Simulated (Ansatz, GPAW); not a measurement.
# Hf2NS2 MXene monolayer in an electric field

Aim: the dipole that a field along the normal induces in Hf2NS2 MXene monolayer.

Method: Ansatz plane waves; layer without images along its normal, relaxation of atoms and in-plane cell, in the first sound run; inputs show where later runs differ, in GPAW 26.7.0 and Ansatz 0.2.0.

### 1. The starting structure

The cell holds 5 atoms: 2 S, 2 Hf and 1 N. Its edges and angles: a = 3.217 Å, b = 3.217 Å, c = 20.248 Å, α = 90.0°, β = 90.0°, γ = 120.0°. Vacuum lies along c.

### 2. Relaxation

Forces are removed first; all later runs use this geometry.

The input, input.yaml:

```yaml
crystal:
  lattice:
    - [3.2175, 0.0, 0.0]
    - [-1.60875, 2.7864367367, 0.0]
    - [0.0, 0.0, 20.2484494511]
  atoms:
    - { symbol: S, position: [0.3333333333, 0.6666666667, 0.3457054831] }
    - { symbol: Hf, position: [0.6666666667, 0.3333333333, 0.4373018768], spin: 1.0 }
    - { symbol: "N", position: [0.0, 0.0, 0.5] }
    - { symbol: Hf, position: [0.3333333333, 0.6666666667, 0.5626981232], spin: 1.0 }
    - { symbol: S, position: [0.6666666667, 0.3333333333, 0.6542945169] }
  periodic: [true, true, false]
magnetization:
  spin_polarized: true
kpoints:
  mp_grid: { grid: [12, 12, 1] }
hamiltonian:
  xc: pbe
scf:
  occupations: { method: fermi_dirac, width: 0.05 }
relax:
  f_tol: 0.01
  max_steps: 90
  cell: {}
```

The run is started by

```sh
> ansatz run input.yaml --threads 4 --pin off --max-ram 8192MiB --backend cpu --events-out ev --progress --plain --runs-dir out
```

Numbers of over 12 decimals in the logs are rounded to 6 here.

Output:

```text
Warning: crystal.periodic: the lattice vector that does not repeat stood 0.000° off the slab's normal, 20.248 Å along it as the deck builds it. The run solves the slab on a vector along the normal, 36.297 Å long, with every atom where it was (on the deck's vector they left 14.00 Å outside them, and the widest stretch free of ions among them is 1.85 Å). A fractional position that the run reports is one of the run's ce [...]
crystal.periodic: the lattice vector that does not repeat stood 0.000° off the slab's normal, 20.248 Å along it as the deck builds it. The run solves the slab on a vector along the normal, 36.297 Å long, with every atom where it was (on the deck's vector they left 14.00 Å outside them, and the widest stretch free of ions among them is 1.85 Å). A fractional position that the run reports is one of the run's cell, which [...]
Engine: ansatz 0.2.0, x86_64-unknown-linux-gnu
Pseudopotentials: kind: paw
Pseudopotential: S, paw, valence charge 6, recommended cutoff 420 eV (normal), S.paw.azcp
Pseudopotential: Hf, paw, valence charge 26, recommended cutoff 420 eV (normal), Hf.paw.azcp
Pseudopotential: N, paw, valence charge 5, recommended cutoff 420 eV (normal), N.paw.azcp
Functional definition: PBE
  parameter kappa = 0.804
  parameter beta = 0.066725
  exchange = pbe_x(kappa = kappa, mu = beta*pi^2/3)
  correlation = pbe_c(beta = beta)
Crystal: 5 atoms, lattice volume = 325.415 Å³
Basis set: ecut = 420 eV, 6469 PW (Γ), exchange–correlation on 48×48×486 points (8 copies of the dense FFT grid, shifted against one another)
Bands: 43, of which v1, the nominal top of the filled ones, is band 35 counted from 1 (34 counted from 0)
Symmetry: 12 space group operations
Space group: P-3m1 (ITA 164), of the structure as read, at distance tolerance 6.9e-5 Å
Magnetic group: BNS 164.85 (UNI 1315), of the structure as read, at distance tolerance 6.9e-5 Å
k-points: 19 of 144
Non-local potential: S, projectors of the file, l = 0: 2, l = 1: 2, l = 2: 2
Non-local potential: Hf, projectors of the file, l = 0: 3, l = 1: 2, l = 2: 2, l = 3: 3
Non-local potential: N, projectors of the file, l = 0: 2, l = 1: 2, l = 2: 1
PAW form: soft (Blöchl's): semilocal exchange-correlation on the pseudo side does not see the compensation charge
PAW one-centre angular grid: S, 110 points (default); XC on 64 Gauss nodes
PAW one-centre angular grid: Hf, 590 points (default); XC on 64 Gauss nodes
PAW one-centre angular grid: N, 110 points (default); XC on 64 Gauss nodes
Initial density: superposition of atomic densities (neutral atoms: chi_scale 0, normalization atom)
Starting moments: Σ|m| = 2 μB on 2 of 5 sites
Initial wavefunctions: pseudopotential atomic-orbital guess
Functional: x = pbe(κ = 0.804, μ = 0.219515), c = pbe(β = 0.066725)
SCF iter   1: F=—  HF=-33639.635157 eV  |F-HF|=—  |Δ(HF+E_count)|=         —  Δρ=2.47e-2 (↑2.47e-2 ↓2.33e-2)  dr2=9.29e0  dr2_m=1.48e-1  M=0.452 μB ∫|m|=0.698 μB  β_m=0.30  ethr=3.10e-3  ⟨swp⟩=14.2  Hψ=11078  notcnv=0
Mixer restart at iter 1: flushing history
preconditioner: auto → LDOS  [metal: Δε(μ)=0.013 eV  Ē_g=16.505 eV  σ=0.050 eV  W_gap=0.06  n_scr=24 (ndim 8)  ℏωp=16.6 eV  f_vac=0.732  D(μ)=1.80/eV (n_scr^D=10)]
spin=Collinear: LDOS preconditioning applied to the charge; magnetization (m = ρ↑ − ρ↓) channel mixes plain (no charge-response kernel on spin).
SCF iter   2: F=—  HF=-33637.667668 eV  |F-HF|=—  |Δ(HF+E_count)|=    1.97e0  Δρ=1.24e-2 (↑1.24e-2 ↓1.03e-2)  dr2=2.00e0  dr2_m=8.29e-2  M=0.358 μB ∫|m|=0.598 μB  β_m=0.41  ethr=3.10e-3  ⟨swp⟩=3.8  Hψ=3930  notcnv=0  defer=99
SCF iter   3: F=—  HF=-33637.342167 eV  |F-HF|=—  |Δ(HF+E_count)|=   3.26e-1  Δρ=5.69e-3 (↑5.69e-3 ↓4.16e-3)  dr2=3.17e-1  dr2_m=2.41e-2  M=0.239 μB ∫|m|=0.420 μB  β_m=0.60  ethr=2.91e-3  ⟨swp⟩=3.1  Hψ=3220  notcnv=0  defer=102
SCF iter   4: F=—  HF=-33637.425161 eV  |F-HF|=—  |Δ(HF+E_count)|=   8.30e-2  Δρ=1.91e-3 (↑1.91e-3 ↓1.85e-3)  dr2=2.51e-2  dr2_m=2.70e-3  M=0.106 μB ∫|m|=0.192 μB  β_m=0.55  ethr=4.59e-4  ⟨swp⟩=3.4  Hψ=3654  notcnv=0  defer=102
SCF iter   5: F=—  HF=-33637.429217 eV  |F-HF|=—  |Δ(HF+E_count)|=         —  Δρ=1.07e-3 (↑1.07e-3 ↓1.02e-3)  dr2=2.30e-3  dr2_m=2.48e-3  M=0.044 μB ∫|m|=0.108 μB  β_m=0.55  ethr=3.64e-5  ⟨swp⟩=3.8  Hψ=4471  notcnv=0  defer=102
SCF iter   6: F=—  HF=-33637.431375 eV  |F-HF|=—  |Δ(HF+E_count)|=   2.16e-3  Δρ=6.22e-4 (↑6.22e-4 ↓5.68e-4)  dr2=4.01e-4  dr2_m=9.23e-4  M=0.027 μB ∫|m|=0.069 μB  β_m=0.77  ethr=3.33e-6  ⟨swp⟩=3.4  Hψ=3605  notcnv=0  defer=102
SCF iter   7: F=—  HF=-33637.432695 eV  |F-HF|=—  |Δ(HF+E_count)|=   1.32e-3  Δρ=2.20e-4 (↑2.01e-4 ↓2.20e-4)  dr2=7.68e-5  dr2_m=1.15e-4  M=0.010 μB ∫|m|=0.027 μB  β_m=0.78  ethr=5.81e-7  ⟨swp⟩=3.5  Hψ=3976  notcnv=0  defer=102
SCF iter   8: F=—  HF=-33637.432860 eV  |F-HF|=—  |Δ(HF+E_count)|=   1.65e-4  Δρ=7.01e-5 (↑6.96e-5 ↓7.01e-5)  dr2=3.75e-5  dr2_m=9.95e-6  M=0.002 μB ∫|m|=0.008 μB  β_m=0.73  ethr=1.11e-7  ⟨swp⟩=3.7  Hψ=4333  notcnv=0  defer=102
SCF iter   9: F=—  HF=-33637.432871 eV  |F-HF|=—  |Δ(HF+E_count)|=   1.11e-5  Δρ=2.29e-5 (↑2.29e-5 ↓1.10e-5)  dr2=1.52e-6  dr2_m=6.20e-7  M=0.000 μB ∫|m|=0.001 μB  β_m=0.73  ethr=5.43e-8  ⟨swp⟩=3.1  Hψ=3409  notcnv=0  defer=102
SCF iter  10: F=—  HF=-33637.432872 eV  |F-HF|=—  |Δ(HF+E_count)|=   8.58e-7  Δρ=4.58e-6 (↑4.58e-6 ↓4.05e-6)  dr2=1.69e-8  dr2_m=4.95e-8  M=-0.000 μB ∫|m|=0.000 μB  β_m=0.86  ethr=2.20e-9  ⟨swp⟩=4.1  Hψ=4273  notcnv=0  defer=102
SCF iter  11: F=—  HF=-33637.432872 eV  |F-HF|=—  |Δ(HF+E_count)|=   1.65e-7  Δρ=8.78e-7 (↑8.78e-7 ↓6.49e-7)  dr2=3.97e-9  dr2_m=8.44e-10  M=-0.000 μB ∫|m|=0.000 μB  β_m=0.82  ethr=2.45e-11  ⟨swp⟩=4.2  Hψ=4728  notcnv=0  defer=102
SCF iter  12: F=—  HF=-33637.432872 eV  |F-HF|=—  |Δ(HF+E_count)|=   8.41e-9  Δρ=2.51e-7 (↑2.51e-7 ↓1.62e-7)  dr2=9.42e-10  dr2_m=5.90e-11  M=-0.000 μB ∫|m|=0.000 μB  β_m=0.73  ethr=5.75e-12  ⟨swp⟩=3.3  Hψ=3872  notcnv=0  defer=102
SCF iter  13: F=-33637.432872 eV  HF=-33637.432872 eV  |F-HF|=4.51e-10  |Δ(HF+E_count)|=  3.20e-10  Δρ=8.59e-8 (↑8.59e-8 ↓7.71e-8)  dr2=1.43e-11  dr2_m=1.51e-11  M=-0.000 μB ∫|m|=0.000 μB  ethr=1.37e-12  ⟨swp⟩=2.2  Hψ=6317  notcnv=0
WARN: the starting moments were not kept: the SCF closed with an absolute magnetisation of 7.2e-6 μB, where they sum to 2 μB in size (2 sites). That is at most 0.1 of that sum. Measured as dr2_m measures the in/out step, that magnetisation stands 3.1e-12 eV from none, at or under the dr2_threshold of 1.0e-7 eV: it is no larger than a step whose dr2_m would equal this threshold. The system may hold no moment; this SCF [...]
[...]
relax step   5: F+E_penalty+E_count = -33638.52289167 eV  Δ(F+E_penalty+E_count) = -5.094e-3 eV  max|allowed force component| = 2.154e-2 eV/Å  Δτ_max = 0.0085 Å  P = -0.184 N/m  Ω = 365.580 Å³  energy of the carried Pulay correction = -9.192e-3 eV  fix = [c, alpha, beta]  reactions: c -0.000 N/m  (9 SCF iters, dr2 threshold 5.00e-7 eV, accepted)
[...]
relax step   6: F+E_penalty+E_count = -33638.52309680 eV  Δ(F+E_penalty+E_count) = -2.051e-4 eV  max|allowed force component| = 3.567e-3 eV/Å  Δτ_max = 0.0010 Å  P = +0.002 N/m  Ω = 365.077 Å³  energy of the carried Pulay correction = -9.083e-3 eV  fix = [c, alpha, beta]  reactions: c +0.000 N/m  (7 SCF iters, dr2 threshold 3.19e-8 eV, accepted)
[...]
relax step   7: F+E_penalty+E_count = -33638.53897595 eV  Δ(F+E_penalty+E_count) = -1.588e-2 eV  max|allowed force component| = 4.128e-3 eV/Å  Δτ_max = 0.0000 Å  P = +0.221 N/m  Ω = 365.077 Å³  fix = [c, alpha, beta]  reactions: c +0.000 N/m  stress off target by 2.21e-1 N/m on what of the cell is left free  SCF on the basis re-selected at this cell (its energy is not comparable with the rows above)  (8 SCF iters)
[...]
relax step   8: F+E_penalty+E_count = -33638.53899112 eV  Δ(F+E_penalty+E_count) = -1.516e-5 eV  max|allowed force component| = 7.401e-4 eV/Å  Δτ_max = 0.0025 Å  P = +0.007 N/m  Ω = 365.779 Å³  energy of the carried Pulay correction = -1.323e-4 eV  fix = [c, alpha, beta]  reactions: c +0.000 N/m  (7 SCF iters, dr2 threshold 4.61e-8 eV, accepted)
iter 1 solved again at ethr=2.41e-7 eV; its pass at ethr=3.10e-3 eV (dr2=1.66e-4 eV) is discarded
SCF iter   1: F=—  HF=-33638.539077 eV  |F-HF|=—  |Δ(HF+E_count)|=         —  Δρ=1.86e-6 (↑1.75e-6 ↓1.86e-6)  dr2=3.63e-8  dr2_m=7.58e-11  M=-0.000 μB ∫|m|=0.000 μB  β_m=0.65  ethr=2.41e-7  ⟨swp⟩=6.3  Hψ=18920  notcnv=0
eigensolver tolerance schedule: the retry pair's looser diagonalisation over-reported the residual by 4580.13 of it (diagonalisation noise at 0.55 of the residual, at the tolerance the schedule requests for it); recorded, not acted on — ethr = c·dr2/N_el stays at c = 1.0e-1
preconditioner: auto → LDOS  [metal: Δε(μ)=0.058 eV  Ē_g=16.821 eV  σ=0.050 eV  W_gap=0.28  n_scr=22 (ndim 8)  ℏωp=15.7 eV  f_vac=0.753  D(μ)=1.94/eV (n_scr^D=10)]
spin=Collinear: LDOS preconditioning applied to the charge; magnetization (m = ρ↑ − ρ↓) channel mixes plain (no charge-response kernel on spin).
SCF iter   2: F=—  HF=-33638.539119 eV  |F-HF|=—  |Δ(HF+E_count)|=   4.23e-5  Δρ=1.50e-6 (↑1.50e-6 ↓1.43e-6)  dr2=4.48e-8  dr2_m=2.96e-11  M=-0.000 μB ∫|m|=0.000 μB  β_m=0.30  ethr=5.26e-11  ⟨swp⟩=6.1  Hψ=7187  notcnv=0
SCF iter   3: F=—  HF=-33638.539119 eV  |F-HF|=—  |Δ(HF+E_count)|=   1.58e-7  Δρ=8.01e-7 (↑8.01e-7 ↓7.59e-7)  dr2=7.46e-9  dr2_m=3.32e-11  M=-0.000 μB ∫|m|=0.000 μB  β_m=0.65  ethr=5.26e-11  ⟨swp⟩=2.5  Hψ=2766  notcnv=0
SCF iter   4: F=—  HF=-33638.539120 eV  |F-HF|=—  |Δ(HF+E_count)|=   3.48e-7  Δρ=2.63e-7 (↑2.63e-7 ↓2.40e-7)  dr2=2.90e-10  dr2_m=1.33e-11  M=-0.000 μB ∫|m|=0.000 μB  β_m=0.63  ethr=1.08e-11  ⟨swp⟩=3.4  Hψ=3420  notcnv=0
SCF iter   5: F=—  HF=-33638.539120 eV  |F-HF|=—  |Δ(HF+E_count)|=   1.38e-7  Δρ=2.16e-7 (↑1.90e-7 ↓2.16e-7)  dr2=7.81e-10  dr2_m=4.12e-12  M=-0.000 μB ∫|m|=0.000 μB  β_m=0.63  ethr=1.00e-12  ⟨swp⟩=3.2  Hψ=3880  notcnv=0
SCF iter   6: F=—  HF=-33638.539120 eV  |F-HF|=—  |Δ(HF+E_count)|=   1.32e-8  Δρ=1.15e-7 (↑9.97e-8 ↓1.15e-7)  dr2=2.37e-10  dr2_m=1.71e-12  M=-0.000 μB ∫|m|=0.000 μB  β_m=0.82  ethr=1.00e-12  ⟨swp⟩=2.8  Hψ=2744  notcnv=0
SCF iter   7: F=—  HF=-33638.539120 eV  |F-HF|=—  |Δ(HF+E_count)|=   2.02e-9  Δρ=3.69e-8 (↑3.02e-8 ↓3.69e-8)  dr2=2.83e-11  dr2_m=2.48e-13  M=-0.000 μB ∫|m|=0.000 μB  β_m=0.72  ethr=1.00e-12  ⟨swp⟩=1.9  Hψ=1872  notcnv=0
SCF iter   8: F=-33638.539120 eV  HF=-33638.539120 eV  |F-HF|=1.16e-10  |Δ(HF+E_count)|=  8.00e-11  Δρ=1.70e-8 (↑1.17e-8 ↓1.70e-8)  dr2=4.24e-12  dr2_m=9.42e-14  M=-0.000 μB ∫|m|=0.000 μB  ethr=1.00e-12  ⟨swp⟩=7.8  Hψ=11389  notcnv=0
the starting moments were not kept: the SCF closed with an absolute magnetisation of 9.6e-7 μB, where they sum to 2 μB in size (2 sites). That is at most 0.1 of that sum. Measured as dr2_m measures the in/out step, that magnetisation stands 7.2e-14 eV from none, at or under the dr2_threshold of 1.9e-11 eV: it is no larger than a step whose dr2_m would equal this threshold.
SCF 9 converged in 8 iterations: F = -33638.539120 eV  dr2 = 4.24e-12
relax step   9: F+E_penalty+E_count = -33638.53911973 eV  Δ(F+E_penalty+E_count) = -1.286e-4 eV  max|allowed force component| = 7.580e-4 eV/Å  Δτ_max = 0.0000 Å  P = +0.008 N/m  Ω = 365.779 Å³  fix = [c, alpha, beta]  reactions: c +0.000 N/m  stress off target by 7.85e-3 N/m on what of the cell is left free  SCF on the basis re-selected at this cell (its energy is not comparable with the rows above)  (8 SCF iters)
basis re-selected at this cell: Δ(F+E_penalty+E_count) = -1.286e-4 eV, ΔP = +0.000 N/m vs the last step (what re-selecting the basis moved, of the pressure what is left beyond the Pulay correction that the steps carried, after the strain that the cell walked since its last selection, with what the two solves' SCF thresholds leave and, on support functions, any second-order correction that the steps lacked; it is no m [...]
SCF converged after 8 iterations
Magnetization: -0.0000 μB (34.5000 up, 34.5000 down)
Absolute magnetization: 0.0000 μB (∫|ρ↑−ρ↓|, with the PAW one-centre terms)
Spin contamination: 0.0000 ħ² per cell (⟨S²⟩ above its minimum at these occupations)
Per-site moments (μB) at R_I (Å): [(3.8554115541639785e-9, 1.035104), (-1.1673293376918085e-7, 0.968928), (1.4901668320242119e-7, 0.968928), (-1.1673293356485991e-7, 0.968928), (3.855411562059528e-9, 1.035104)]
Free energy (F): -33638.539120 eV
Harris-Foulkes:  -33638.539120 eV  (|F-HF|=1.16e-10)
Internal energy: -33638.524394 eV  (E = F + TS)
E sigma→0 (E₀):  -33638.531757 eV
Entropy (-TS):   -0.014726 eV (-2.945 meV/atom)
Fermi energy:    -5.533275 eV
--- Per-component energies (eV) ---
  E_band       = -1501.298891
  E_kinetic    = 1188.351586
  E_local      = -316312.888361  (includes V_loc(G=0)·N_el)
  E_nonlocal   = -2385.442006
  E_hartree    = 156986.622306
  E_xc         = -855.158607
  E_vxc        = -784.818067  (∫ρ·V_xc dr)
  E_paw        = -15181.620800  (= ΣΔE_a)
  E_vpaw       = 2820.252645  (= ΣTr[D̂ρ^β])
  E_aug_tail   = 0.000092  (compensation charges beyond the density's cutoff)
  E_ewald      = 142921.611395
  E_smearing   = -0.014726  (= −TS)
  E_closure    = -0.000000  (closes the sum)
  Σ components = -33638.539120   (vs F -33638.539120, Δ=0.00e0)
--- Forces (eV/Å), atoms counted from 1 ---
  atom   1  S      0.00000000     0.00000000    -0.00026236
  atom   2  Hf    -0.00000000    -0.00000000     0.00075797
  atom   3  N      0.00000000     0.00000000     0.00000000
  atom   4  Hf    -0.00000000     0.00000000    -0.00075797
  atom   5  S     -0.00000000    -0.00000000     0.00026236
  max |Σ_I F_I| component: 2.31e-18 eV/Å
--- 2D stress c σ (N/m, compression-positive) ---
        0.007846      -0.000000       0.000000
        0.000000       0.007846       0.000000
        0.000000       0.000000       0.000000
  P = ½ c Tr σ = 0.0078 N/m
--- Relaxed structure (7 steps of the walk, 7 accepted, 2 SCFs on fresh bases) ---
  F+E_penalty+E_count = -33638.53911973 eV   max|allowed force component| = 7.580e-4 eV/Å   (the final SCF, on the basis selected at the relaxed cell)
  cell:  # Å, volume = 365.7790 Å³
    - [3.411216, 0, 0]
    - [-1.705608, 2.954200, 0]
    - [0, 0, 36.296899]
  atoms:
    - { symbol: S, position: [0.333333, 0.666667, 0.200820] }
    - { symbol: Hf, position: [0.666667, 0.333333, 0.243661] }
    - { symbol: N, position: [0, 0, 0.278928] }
    - { symbol: Hf, position: [0.333333, 0.666667, 0.314195] }
    - { symbol: S, position: [0.666667, 0.333333, 0.357036] }
```

Wall time 76 s (4 threads of Intel Xeon 6975P-C (Granite Rapids), shared host); peak memory 1.1 GiB; 4.9 min of CPU time.

The steps of the relaxation:

```csv
step,energy less that of the first step (eV),largest force component (eV/Å),volume (Å³)
1,0.0000,2.4597,325.41
2,-0.8481,0.7019,338.44
3,-0.9694,1.4062,371.56
4,-1.0849,0.1031,367.86
5,-1.0900,0.0215,365.58
6,-1.0902,0.0036,365.08
7*,-1.1061,0.0041,365.08
8,-1.1061,0.0007,365.78
9*,-1.1062,0.0008,365.78
```

Relaxation steps marked * repeat the geometry before them on a plane-wave basis chosen anew for their cell, so energy and pressure can jump there.

Forces are held to the 12 operations that the run works with; a distortion that breaks them can't arise in this run.

```csv
cell as run,before,after,change
a (Å),3.217,3.411,+6.0 %
b (Å),3.217,3.411,+6.0 %
```

The atoms that moved most (Å, along periodic axes as changes of fractional coordinates times the final cell, across vacuum about the mean position):

```
atom     dx     dy      dz  length
  S5  0.000  0.000  -0.289   0.289
  S1  0.000  0.000   0.289   0.289
 Hf4  0.000  0.000   0.011   0.011
 Hf2  0.000  0.000  -0.011   0.011
```

The relaxed structure:

```xyz
5
Lattice="3.4112 0.0000 0.0000 -1.7056 2.9542 0.0000 0.0000 0.0000 36.2969" Properties=species:S:1:pos:R:3
S     0.0000    1.9695    7.2891
Hf    1.7056    0.9847    8.8441
N     0.0000    0.0000   10.1242
Hf    0.0000    1.9695   11.4043
S     1.7056    0.9847   12.9593
```

Numbers from this step:

- free energy: -33638.5391 eV
- smearing term TS: 0.01473 eV
- symmetry operations: 12

The relaxation lowered the energy of the cell by 1.11 eV.

(Part 1 of 3 ends here.)

[Logs are printed without paths, hosts, clocks, repeated set-up lines and the standing remarks that a program may print on its own settings, such as how far it seeks lower states.]

[Hosts, paths, dates, database ids (printed as entryN), source tags and the programs' standing remarks are cut or masked in the printed files.]
